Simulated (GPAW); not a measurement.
## Work function of Li/Au(110) at several levels

Wanted: work functions and dipole of Li/Au(110), with the cost of each level.

Program: GPAW 26.7.0. Level of theory: GPAW, PAW setups; slab in vacuum, relaxation, in the first sound run; inputs show where later runs differ. Results are calculated unless marked as measured.

## Step 1: The starting structure

The cell holds 6 atoms: 5 Au and 1 Li. Cell: a = 4.080 Å, b = 2.885 Å, c = 26.542 Å, α = 90.0°, β = 90.0°, γ = 90.0°. Vacuum lies along c.

## Step 2: Relaxation

The atoms are relaxed first, since the surface dipole, and with it the work function, follows the positions of the outer layers. The lowest 3 atoms are held at bulk positions and keep their forces.

File run.py:

```python
import json
import numpy as np
from ase import Atoms
from ase.constraints import FixAtoms
from ase.optimize import BFGS
from gpaw import GPAW, PW

slab = Atoms(
    ['Au', 'Au', 'Au', 'Au', 'Au', 'Li'],
    positions=[
        [0.00000, 0.00000, 9.00000],
        [2.04000, 1.44250, 10.44250],
        [0.00000, 0.00000, 11.88500],
        [2.04000, 1.44250, 13.32749],
        [0.00000, 0.00000, 14.76999],
        [0.00000, 0.00000, 17.54199]],
    cell=[[4.08, 0.0, 0.0], [0.0, 2.885, 0.0], [0.0, 0.0, 26.54199]],
    pbc=[True, True, False])

slab.calc = GPAW(mode=PW(400), xc='PBE', kpts={'size': (8, 11, 1), 'gamma': True},
                 occupations={'name': 'fermi-dirac', 'width': 0.1}, nbands='300%',
                 convergence={'density': 1e-05}, maxiter=200,
                 poissonsolver={'dipolelayer': 'xy'},
                 symmetry={'tolerance': 1e-3, 'extra_ids': [1, 1, 1, 0, 0, 0]}, txt='slab.txt')
result = {}
slab.set_constraint(FixAtoms([0, 1, 2]))
path = []
opt = BFGS(slab, maxstep=0.2)
opt.attach(lambda: path.append((slab.get_potential_energy(), slab.positions.tolist(), slab.get_forces().tolist())))
result['relaxed'] = bool(opt.run(fmax=0.03, steps=40))
result['path'] = path
energy = slab.get_potential_energy()
fermi = slab.calc.get_fermi_level()
v = slab.calc.get_electrostatic_potential().mean((0, 1)) - fermi
n = slab.calc.get_pseudo_density().mean((0, 1))
L = slab.cell[2, 2]
z = np.arange(len(v)) * L / len(v)
low, high = slab.positions[:, 2].min(), slab.positions[:, 2].max()
below, above = np.interp([low - 6.8, high + 6.8], z, v)
slopes = [np.interp(x, z, np.gradient(v, z)) for x in (low - 6.8, high + 6.8)]
eps = np.array([[slab.calc.get_eigenvalues(k, s) for k in range(len(slab.calc.get_ibz_k_points()))]
                for s in range(slab.calc.get_number_of_spins())]) - fermi
top, bottom = eps[eps < 0].max(), eps[eps > 0].min()
dipole = slab.get_dipole_moment()[2]
print(f'energy {energy:.4f} eV, Fermi level {fermi:.4f} eV, dipole {dipole:.5f} e A')
print(f'potential 6.8 A off the faces, from the Fermi level: lower {below:.4f} eV, upper {above:.4f} eV')
print(f'slope of the potential there: lower {slopes[0]:.5f}, upper {slopes[1]:.5f} eV/A')
print(f'nearest levels on the mesh: {top:.4f} and {bottom:.4f} eV')
print('magnetic moment', round(slab.get_magnetic_moment(), 3))
result.update(energy=energy, fermi=fermi, dipole=dipole, below=below, above=above, slopes=slopes, edges=[top, bottom],
              z=z.tolist(), v=v.tolist(), n=n.tolist(), positions=slab.positions.tolist(),
              forces=slab.get_forces(apply_constraint=False).tolist(), moments=slab.get_magnetic_moments().tolist())
json.dump(result, open('result.json', 'w'))
```

Run with:

```sh
$ OMP_NUM_THREADS=1 OPENBLAS_NUM_THREADS=1 python run.py
```

What it wrote:

```text
Step          Energy          fmax
BFGS:    0      -16.082050        0.864123
BFGS:    1      -16.100250        0.813142
BFGS:    2      -16.253511        0.143188
BFGS:    3      -16.254097        0.128318
BFGS:    4      -16.254831        0.107879
BFGS:    5      -16.256740        0.068881
BFGS:    6      -16.257005        0.051642
BFGS:    7      -16.257081        0.038323
BFGS:    8      -16.257140        0.030853
BFGS:    9      -16.257354        0.035584
BFGS:   10      -16.257655        0.042835
BFGS:   11      -16.257980        0.031823
BFGS:   12      -16.258106        0.009708
energy -16.2210 eV, Fermi level 0.0183 eV, dipole 0.10526 e A
potential 6.8 A off the faces, from the Fermi level: lower 4.9025 eV, upper 3.2770 eV
slope of the potential there: lower 0.00000, upper 0.00006 eV/A
nearest levels on the mesh: -0.0414 and 0.0772 eV
magnetic moment 0.0
```

Elapsed: 65 min, on 1 thread of Arm Neoverse V1, shared host; peak memory 0.47 GiB.

Step by step:

```csv
step,energy less that of the first step (eV),largest force (eV/Å)
1,0.0000,0.8641
2,-0.0184,0.8131
3,-0.1737,0.1432
4,-0.1742,0.1283
5,-0.1748,0.1079
6,-0.1764,0.0689
7,-0.1766,0.0516
8,-0.1767,0.0383
9,-0.1767,0.0309
10,-0.1770,0.0356
11,-0.1774,0.0428
12,-0.1777,0.0318
13,-0.1779,0.0097
```

The atoms that moved most (Å):

```csv
atom,dx,dy,dz,length
Li6,0.000,0.000,-0.185,0.185
Au5,0.000,0.000,0.166,0.166
Au4,0.000,0.000,0.144,0.144
```

The relaxed structure:

```xyz
6
Lattice="4.0800 0.0000 0.0000 0.0000 2.8850 0.0000 0.0000 0.0000 26.5420" Properties=species:S:1:pos:R:3
Au    0.0000    0.0000    9.0000
Au    2.0400    1.4425   10.4425
Au    0.0000    0.0000   11.8850
Au    2.0400    1.4425   13.4715
Au    0.0000    0.0000   14.9363
Li    0.0000    0.0000   17.3566
```

Numbers from this step:

| Item | Value |
| --- | --- |
| dipole along the normal | 0.1053 e·Å |
| levels nearest the Fermi level on the mesh | -0.04143, 0.07720 eV from the Fermi level |
| upper work function | 3.277 eV |
| lower work function | 4.902 eV |

The electrostatic potential energy of an electron (without an applied field's), less the Fermi level, planar mean oscillates, so the rows of the table below give means over windows of 1 Å about each position, cut where the curve ends. Its maxima inside the range that stand out by 2 % of the span (Å: eV): 3.5: 4.90, 9.8: -6.01, 11.1: -6.27, 12.6: -4.24, 14.2: -5.74, 16.2: 2.88. Its minima: 9.0: -12.7, 10.4: -13.4, 11.9: -13.4, 13.5: -13.3, 14.9: -12.7, 17.4: -2.07.

The electrostatic potential energy of an electron (without an applied field's), less the Fermi level, planar mean by z; means over each step:

z (Å), electrostatic potential energy of an electron (without an applied field's), less the Fermi level, planar mean (eV) and a bar from the least value:
```
        0        4.6 #############################
        1        4.9 ##############################
        2        4.9 ##############################
        3        4.9 ##############################
        4        4.9 ##############################
        5        4.9 ##############################
        6        4.9 ##############################
        7        4.7 ##############################
        8        1.5 #######################
        9      -10.0 #
       10       -9.2 ###
       11       -8.8 ###
       12      -10.6 
       13       -8.0 #####
       14       -8.6 ####
       15       -9.8 #
       16        1.5 #######################
       17       -0.2 ####################
       18       -0.1 ####################
       19        2.4 #########################
       20        3.1 ###########################
       21        3.3 ###########################
       22        3.3 ###########################
       23        3.3 ###########################
       24        3.3 ###########################
       25        3.3 ###########################
       26        3.4 ###########################
```

The pseudo valence density, planar mean oscillates, so the rows of the table below give means over windows of 1.49 Å about each position, cut where the curve ends. Its maxima inside the range that stand out by 2 % of the span (Å: e/Å³): 8.9: 0.791, 10.4: 0.845, 11.9: 0.839, 13.4: 0.811, 14.9: 0.808. Its minima: 9.8: 0.491, 11.3: 0.493, 12.7: 0.421, 14.2: 0.474.

The pseudo valence density, planar mean by z; means over each step:

```csv
z (Å),"pseudo valence density, planar mean (e/Å³)"
3.72,1.6e-6
5.21,8.8e-5
6.70,0.00549
8.19,0.283
9.68,0.646
11.17,0.649
12.66,0.580
14.15,0.632
15.64,0.349
17.13,0.0312
18.62,0.0146
20.11,0.00249
21.60,1.9e-4
23.09,1.1e-5
```

The relaxation lowered the energy of the cell by 0.178 eV (energies extrapolated to zero smearing; the optimiser's log prints free energies). The largest force left on a free atom is 0.0097 eV/Å.

## Step 3: The slab's potential

The work function is the vacuum plateau of the electrostatic potential less the Fermi level; a dipole layer lets the two faces have plateaus of their own.

This step: GPAW, PAW setups; slab in vacuum (GPAW 26.7.0).

run.py, as its differences from that of step 2:

```diff
@@ -3,4 +3,2 @@
 from ase import Atoms
-from ase.constraints import FixAtoms
-from ase.optimize import BFGS
 from gpaw import GPAW, PW
@@ -13,5 +11,5 @@
         [0.00000, 0.00000, 11.88500],
-        [2.04000, 1.44250, 13.32749],
-        [0.00000, 0.00000, 14.76999],
-        [0.00000, 0.00000, 17.54199]],
+        [2.04000, 1.44250, 13.47148],
+        [0.00000, 0.00000, 14.93632],
+        [0.00000, 0.00000, 17.35656]],
     cell=[[4.08, 0.0, 0.0], [0.0, 2.885, 0.0], [0.0, 0.0, 26.54199]],
@@ -23,10 +21,4 @@
                  poissonsolver={'dipolelayer': 'xy'},
-                 symmetry={'tolerance': 1e-3, 'extra_ids': [1, 1, 1, 0, 0, 0]}, txt='slab.txt')
+                 symmetry={'tolerance': 1e-3}, txt='slab.txt')
 result = {}
-slab.set_constraint(FixAtoms([0, 1, 2]))
-path = []
-opt = BFGS(slab, maxstep=0.2)
-opt.attach(lambda: path.append((slab.get_potential_energy(), slab.positions.tolist(), slab.get_forces().tolist())))
-result['relaxed'] = bool(opt.run(fmax=0.03, steps=40))
-result['path'] = path
 energy = slab.get_potential_energy()
```

What it wrote:

```text
energy -16.2210 eV, Fermi level 0.0183 eV, dipole 0.10540 e A
potential 6.8 A off the faces, from the Fermi level: lower 4.9026 eV, upper 3.2770 eV
slope of the potential there: lower -0.00002, upper 0.00007 eV/A
nearest levels on the mesh: -0.0414 and 0.0772 eV
magnetic moment 0.0
```

The job ended after 8.4 min (1 thread; peak memory 0.46 GiB).

Numbers from this step:

```
dipole along the normal : 0.1054 e·Å
lower work function     : 4.903 eV
```

The electrostatic potential energy of an electron (without an applied field's), less the Fermi level, planar mean oscillates, so the rows of the table below give means over windows of 1 Å about each position, cut where the curve ends. Its maxima inside the range that stand out by 2 % of the span (Å: eV): 3.1: 4.90, 9.8: -6.01, 11.1: -6.27, 12.6: -4.24, 14.2: -5.74, 16.2: 2.88. Its minima: 9.0: -12.7, 10.4: -13.4, 11.9: -13.4, 13.5: -13.3, 14.9: -12.7, 17.4: -2.07.

The electrostatic potential energy of an electron (without an applied field's), less the Fermi level, planar mean by z; means over each step:

```
z (Å)  electrostatic potential energy of an electron (without an applied field's), less the Fermi level, planar mean (eV)
    0                                                                                                                4.60
    1                                                                                                                4.90
    2                                                                                                                4.90
    3                                                                                                                4.90
    4                                                                                                                4.90
    5                                                                                                                4.90
    6                                                                                                                4.89
    7                                                                                                                4.70
    8                                                                                                                1.52
    9                                                                                                               -10.0
   10                                                                                                               -9.19
   11                                                                                                               -8.84
   12                                                                                                               -10.6
   13                                                                                                               -8.00
   14                                                                                                               -8.56
   15                                                                                                               -9.84
   16                                                                                                                1.45
   17                                                                                                              -0.247
   18                                                                                                             -0.0819
   19                                                                                                                2.43
   20                                                                                                                3.12
   21                                                                                                                3.25
   22                                                                                                                3.27
   23                                                                                                                3.28
   24                                                                                                                3.28
   25                                                                                                                3.28
   26                                                                                                                3.36
```

The pseudo valence density, planar mean oscillates, so the rows of the table below give means over windows of 1.49 Å about each position, cut where the curve ends. Its maxima inside the range that stand out by 2 % of the span (Å: e/Å³): 8.9: 0.791, 10.4: 0.845, 11.9: 0.839, 13.4: 0.811, 14.9: 0.808. Its minima: 9.8: 0.491, 11.3: 0.493, 12.7: 0.421, 14.2: 0.474.

Pseudo valence density, planar mean against z; means over each step:

| z (Å) | pseudo valence density, planar mean (e/Å³) |
| --- | --- |
| 3.72 | 1.7e-6 |
| 5.21 | 8.8e-5 |
| 6.70 | 0.00549 |
| 8.19 | 0.283 |
| 9.68 | 0.646 |
| 11.17 | 0.649 |
| 12.66 | 0.580 |
| 14.15 | 0.632 |
| 15.64 | 0.349 |
| 17.13 | 0.0312 |
| 18.62 | 0.0146 |
| 20.11 | 0.00249 |
| 21.60 | 1.9e-4 |
| 23.09 | 1.1e-5 |

Force by atom:

| atom | x (eV/Å) | y (eV/Å) | z (eV/Å) | size |
| --- | --- | --- | --- | --- |
| Au1 | 0.000 | 0.000 | -0.116 | 0.116 |
| Au2 | 0.000 | 0.000 | -0.434 | 0.434 |
| Au3 | 0.000 | 0.000 | 0.552 | 0.552 |
| Au4 | 0.000 | 0.000 | -0.002 | 0.002 |
| Au5 | 0.000 | 0.000 | -0.010 | 0.010 |
| Li6 | 0.000 | 0.000 | 0.010 | 0.010 |

The potential is flat to 7.3e-5 eV/Å where it is read, so the vacuum is wide enough.

## Step 4: Self-consistent run: xc = "vdW-DF2"

The same geometry under vdW-DF2, to see how far the functional moves the levels against the vacuum (the van der Waals functionals take revPBE setups).

run.py, as its differences from that of step 3:

```diff
@@ -17,3 +17,3 @@
 
-slab.calc = GPAW(mode=PW(400), xc='PBE', kpts={'size': (8, 11, 1), 'gamma': True},
+slab.calc = GPAW(mode=PW(400), xc='vdW-DF2', kpts={'size': (8, 11, 1), 'gamma': True},
                  occupations={'name': 'fermi-dirac', 'width': 0.1}, nbands='300%',
```

What it wrote:

```text
energy -821.0687 eV, Fermi level -0.0639 eV, dipole 0.12151 e A
potential 6.8 A off the faces, from the Fermi level: lower 5.2975 eV, upper 3.4236 eV
slope of the potential there: lower -0.00001, upper 0.00054 eV/A
nearest levels on the mesh: -0.0122 and 0.0421 eV
magnetic moment 0.0
```

Elapsed: 14 min, on 1 thread; peak memory 0.64 GiB.

This step gave:

* dipole along the normal: 0.1215 e·Å
* levels nearest the Fermi level on the mesh: -0.01215, 0.04213 eV from the Fermi level
* upper work function: 3.424 eV
* lower work function: 5.297 eV

The electrostatic potential energy of an electron (without an applied field's), less the Fermi level, planar mean oscillates, so the rows of the table below give means over windows of 1 Å about each position, cut where the curve ends. Its maxima inside the range that stand out by 2 % of the span (Å: eV): 2.9: 5.30, 9.7: -6.29, 11.1: -6.59, 12.6: -4.57, 14.2: -6.02, 16.2: 2.80. Its minima: 9.0: -12.9, 10.4: -13.8, 11.9: -13.7, 13.5: -13.6, 14.9: -12.9, 17.4: -2.04.

The electrostatic potential energy of an electron (without an applied field's), less the Fermi level, planar mean by z; means over each step:

z (Å), electrostatic potential energy of an electron (without an applied field's), less the Fermi level, planar mean (eV) and a bar from the least value:
```
        0        4.9 #############################
        1        5.3 ##############################
        2        5.3 ##############################
        3        5.3 ##############################
        4        5.3 ##############################
        5        5.3 ##############################
        6        5.3 ##############################
        7        5.0 ##############################
        8        1.7 #######################
        9      -10.2 #
       10       -9.5 ###
       11       -9.2 ###
       12      -10.9 
       13       -8.3 #####
       14       -8.9 ####
       15      -10.0 ##
       16        1.4 #######################
       17       -0.3 ####################
       18        0.0 ####################
       19        2.5 #########################
       20        3.2 ##########################
       21        3.4 ##########################
       22        3.4 ###########################
       23        3.4 ###########################
       24        3.4 ###########################
       25        3.4 ###########################
       26        3.5 ###########################
```

The pseudo valence density, planar mean oscillates, so the rows of the table below give means over windows of 1.49 Å about each position, cut where the curve ends. Its maxima inside the range that stand out by 2 % of the span (Å: e/Å³): 8.9: 0.791, 10.4: 0.845, 11.9: 0.839, 13.4: 0.810, 14.9: 0.808. Its minima: 9.8: 0.491, 11.3: 0.494, 12.7: 0.421, 14.2: 0.474.

Pseudo valence density, planar mean against z; means over each step:

```
z (Å)  pseudo valence density, planar mean (e/Å³)
 3.72                                      3.8e-6
 5.21                                      1.2e-4
 6.70                                     0.00619
 8.19                                       0.283
 9.68                                       0.645
11.17                                       0.649
12.66                                       0.580
14.15                                       0.631
15.64                                       0.349
17.13                                      0.0311
18.62                                      0.0148
20.11                                     0.00248
21.60                                      2.4e-4
23.09                                      1.9e-5
```

Force by atom:

```csv
atom,x (eV/Å),y (eV/Å),z (eV/Å),size
Au1,0.00,0.00,-1.36,1.36
Au2,0.00,0.00,-0.69,0.69
Au3,0.00,0.00,0.72,0.72
Au4,0.00,0.00,0.20,0.20
Au5,0.00,0.00,1.11,1.11
Li6,0.00,0.00,0.03,0.03
```

The upper face's work function is 3.424 eV, against 3.277 eV in the first plane-wave PBE run at this geometry.

## Step 5: Self-consistent run: xc = "RPBE"

The same geometry under RPBE, to see how far the functional moves the levels against the vacuum.

run.py, as its differences from that of step 4:

```diff
@@ -17,3 +17,3 @@
 
-slab.calc = GPAW(mode=PW(400), xc='vdW-DF2', kpts={'size': (8, 11, 1), 'gamma': True},
+slab.calc = GPAW(mode=PW(400), xc='RPBE', kpts={'size': (8, 11, 1), 'gamma': True},
                  occupations={'name': 'fermi-dirac', 'width': 0.1}, nbands='300%',
```

What it wrote:

```text
energy -13.4491 eV, Fermi level 0.1223 eV, dipole 0.09482 e A
potential 6.8 A off the faces, from the Fermi level: lower 4.7227 eV, upper 3.2597 eV
slope of the potential there: lower -0.00002, upper 0.00008 eV/A
nearest levels on the mesh: -0.0343 and 0.0787 eV
magnetic moment 0.0
```

The job ended after 8.7 min (1 thread; peak memory 0.46 GiB).

This step gave:

| Property | Result |
| --- | --- |
| dipole along the normal | 0.09482 e·Å |
| levels nearest the Fermi level on the mesh | -0.03432, 0.07874 eV from the Fermi level |
| upper work function | 3.260 eV |
| lower work function | 4.723 eV |

The upper face's work function is 3.260 eV, against 3.277 eV in the first plane-wave PBE run at this geometry.

(Continued in part 2 of 2.)

[Logs are printed without paths, hosts, clocks, repeated set-up lines and the standing remarks that a program may print on its own settings, such as how far it seeks lower states.]

[Hosts, paths, dates, database ids (printed as entryN), source tags and the programs' standing remarks are cut or masked in the printed files.]
